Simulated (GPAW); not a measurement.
# A GW chain in GPAW: CsCaF3 (Pm-3m), part 2 of 2

Aim: the G0W0 gap of CsCaF3 (Pm-3m) on LDA, step by step.

GPAW 26.7.0; LDA and many-body steps on it, plane waves. Known limits of the many-body steps: not at the basis limit; no spin-orbit coupling; coarse k mesh.

So far. Step 2 (Ground state): The gap is indirect, with the least direct gap 0.02 eV higher. Step 3 (Empty states on the mesh, 2×2×2 mesh, 320 bands): On this mesh the gap is 6.808 eV.

## 4. Screening and self-energy, 2×2×2 mesh, 144 bands, screening to 78 eV

G0W0 replaces the xc potential by the self-energy, built once from these orbitals. Only a window of levels is corrected, while the sums run over the empty bands that the input names.

This step: G0W0 on LDA, plane waves, PAW.

The input, run.py:

```python
import json
import numpy as np
from gpaw.mpi import world
from gpaw.response.g0w0 import G0W0

gw = G0W0('full.gpw',
    filename='gw',
    kpts=[0, 3],
    bands=(18, 22),
    ecut=78,
    nbands=144,
    integrate_gamma='WS',
    ppa=True)
gw.calculate()
res = {mode: {k: v for k, v in r.items() if k != 'sigma_eskwn'}
       for mode, r in gw.all_results.items()}

if world.rank == 0:
    with open('result.json', 'w') as f:
        json.dump(res, f, default=lambda x: x.tolist())
```

Launch:

```bash
> mpirun -n 4 gpaw python run.py
```

Numbers of over 12 decimals in the logs are rounded to 6 here.

Log:

```text
Using integrator: PointIntegrator
FrequencyGridDescriptor(from 0.000+0.000j to 0.000+27.211j eV, 2 points)
Nonperiodic BCs:  [False False False]
Using integrator: PointIntegrator
FrequencyGridDescriptor(from 0.000+0.000j to 0.000+27.211j eV, 2 points)
Nonperiodic BCs:  [False False False]
  ___  _ _ _
 |   || | | |
 | | || | | |
 |__ ||_____|
 |___|

BZ k-points: Symmetries present (total): 48

  [... matrices ...]
8 k-points: 2 x 2 x 2 Monkhorst-Pack grid + [1/4,1/4,1/4]
4 k-points in the irreducible part of the Brillouin zone
       k-points in crystal coordinates                weights
   0:     0.00000000    0.00000000    0.00000000          1/8
   1:     0.50000000    0.00000000    0.00000000          3/8
   2:     0.50000000    0.50000000    0.00000000          3/8
   3:     0.50000000    0.50000000    0.50000000          1/8

Distributing spins, k-points and bands (1 x 2 x 4) over 4 processes
Number of blocks: 1

Quasi particle states:
k-points (IBZ indices): [0, 3]
Band range: (18, 22)
  [... matrices ...]
Computational parameters:
Plane wave cut-off: 78 eV
Number of bands: 144
Coulomb cutoff: None
Broadening: 0.1 eV

fxc modes: GW
Kernel: RPA
Using Godby-Needs plasmon-pole approximation:
  Fitting energy: i*E0, E0 = 1.000 Hartree
Summing all q:

Calculating screened Coulomb potential
No Coulomb truncation
FrequencyGridDescriptor(from 0.000+0.000j to 0.000+27.211j eV, 2 points)
Removing empty qpoint cache files...

Calculating chi0 body with:
    Ground state adapter containing:
    Number of spins: 1
    Number of kpoints: 8
    Number of irreducible kpoints: 4
    Number of completely occupied states: 20
    Number of partially occupied states: 20
    Occupied states memory: 6.006775 M / cpu

    Linear response parametrization:
    q_c: [0.0, 0.0, 0.0]
    Number of frequency points: 2
    Planewave cutoff: 78.0
    Number of bands: 144
    Number of planewaves: 147
    Broadening (eta): 1e-06
    comm.size: 4
    kncomm.size: 4
    blockcomm.size: 1

    Memory estimate of potentially large arrays:
        chi0_wGG: 0.659454 M / cpu
Integrating chi0 body.

Symmetries of q_c:
    Direct symmetries (Uq -> q): 48
    Indirect symmetries (TUq -> q): 0
In total 48 allowed symmetries.

  [... matrices ...]
4 groups of equivalent kpoints. 50.0% reduction.

Integral kind: response function
Integrating chi0 head and wings.

Symmetries of q_c:
    Direct symmetries (Uq -> q): 48
    Indirect symmetries (TUq -> q): 0
In total 48 allowed symmetries.

  [... matrices ...]
4 groups of equivalent kpoints. 50.0% reduction.

Integral kind: response function wings

Calculating chi0 body with:
    Ground state adapter containing:
    Number of spins: 1
    Number of kpoints: 8
    Number of irreducible kpoints: 4
    Number of completely occupied states: 20
    Number of partially occupied states: 20
    Occupied states memory: 6.006775 M / cpu

    Linear response parametrization:
[... the further q-points ...]

Results:
f:      Occupation numbers
eps:     KS-eigenvalues [eV]
vxc:     KS vxc [eV]
exx:     Exact exchange [eV]
sigma:   Self-energies [eV]
dsigma:  Self-energy derivatives
Z:       Renormalization factors
qp:      QP-energies [eV]

k-point 0 (0): (0.000, 0.000, 0.000)                GW
band       f     eps     vxc     exx   sigma  dsigma       Z      qp
                                                                   GW
  18   1.000   0.709 -23.530 -30.780   5.086  -0.247   0.802  -1.027
  19   1.000   0.709 -23.530 -30.780   5.086  -0.247   0.802  -1.027
  20   0.000   7.542 -10.990  -5.923  -3.213  -0.133   0.882   9.178
  21   0.000   8.728  -9.856  -4.835  -3.102  -0.132   0.884  10.424

k-point 1 (3): (0.500, 0.500, 0.500)                GW
band       f     eps     vxc     exx   sigma  dsigma       Z      qp
                                                                   GW
  18   1.000   0.734 -23.474 -30.963   5.265  -0.253   0.798  -1.041
  19   1.000   0.734 -23.474 -30.963   5.265  -0.253   0.798  -1.041
  20   0.000   9.519 -10.697  -5.515  -3.182  -0.135   0.881  11.280
  21   0.000   9.519 -10.697  -5.515  -3.182  -0.135   0.881  11.280
```

The job ended after 15 s (4 MPI ranks of Arm Neoverse V1, shared host; peak memory 1.3 GiB; 60 s of CPU time).

This step gave:

```yaml
g0w0_gap_on_the_points_computed: 10.21 eV
least_direct_g0w0_gap_on_the_computed_points: 10.21 eV
z_at_the_valence_top: 0.8019
z_at_the_conduction_bottom: 0.8825
starting_gap_on_the_mesh: 6.808 eV
k_of_the_valence_top: 0, 0, 0
k_of_the_conduction_bottom: 0, 0, 0
```

The gap on the mesh goes from 6.81 eV to 10.21 eV, a correction of +3.40 eV.

Limits: finite bands, cutoff and mesh; no spin-orbit coupling; coarse k mesh. v1 is the top filled band, c1 the lowest empty one. Levels before and after the correction, in eV, zero at the valence-band top of each column:

```csv
,conduction bottom,valence top
Kohn-Sham,6.81,0.00
G0W0,10.21,0.00
```

```csv
,level,energy (eV)
Kohn-Sham,Γ v2-v1,-0.025
Kohn-Sham,Γ c1,6.808
Kohn-Sham,Γ c2,7.994
G0W0,Γ v2-v1,0.000
G0W0,Γ c1,10.205
G0W0,Γ c2,11.451
```

## 5. Where the time went

Times are wall times on 4 MPI ranks of Arm Neoverse V1, shared host, good to a factor of about two.

```csv
step,time,share,memory (GiB)
ground state,16 s,22 %,0.74
empty states on the mesh,42 s,57 %,3.1
screening and self-energy,15 s,21 %,1.3
```

## 6. Summary of results

```json
{
 "LDA gap": "6.81 eV, indirect (only 25 meV under the direct gap)",
 "G0W0 gap on the mesh": "10.21 eV",
 "GW settings": "2×2×2 mesh, 144 bands, screening to 78 eV, Godby-Needs plasmon pole",
 "known limits": "not at the basis limit; no spin-orbit coupling; coarse k mesh"
}
```

G0W0 moves the gap on the mesh from 6.81 eV to 10.21 eV (+3.40 eV), with Z of 0.80 and 0.88 at the edges. Only 2 of the mesh's irreducible points were corrected, so a valley elsewhere could overtake. The dearest step here is «empty states on the mesh». Bands and cutoff are finite, so the gap is not at the basis limit. The miss can reach some tenths of an eV and take either sign; the mesh is an error of its own. These stock PAW sets were not made for GW. In the G0W0 run levels were corrected at 2 k points alone, so a gap called «on the mesh» is the least over those, and an edge elsewhere would be missed. The 2×2×2 mesh is coarse for this cell, which bears on the long-range parts of exchange and screening. This is the ideal cubic cell; many perovskites, halides above all, are cubic only on average, and local tilts or off-centring can widen the gap. The many-body steps are scalar-relativistic: spin-orbit coupling is not in them.

[Paths, hosts, dates, memory and timing lines, banners, echoed tables and standing remarks are left out of the program output.]

[Logs are printed without paths, hosts, clocks, repeated set-up lines and the standing remarks that a program may print on its own settings, such as how far it seeks lower states.]

[Runs of the session that timed out or met a known fault of the program may be left out.]

[Hosts, paths, dates, database ids (printed as entryN), source tags and the programs' standing remarks are cut or masked in the printed files.]
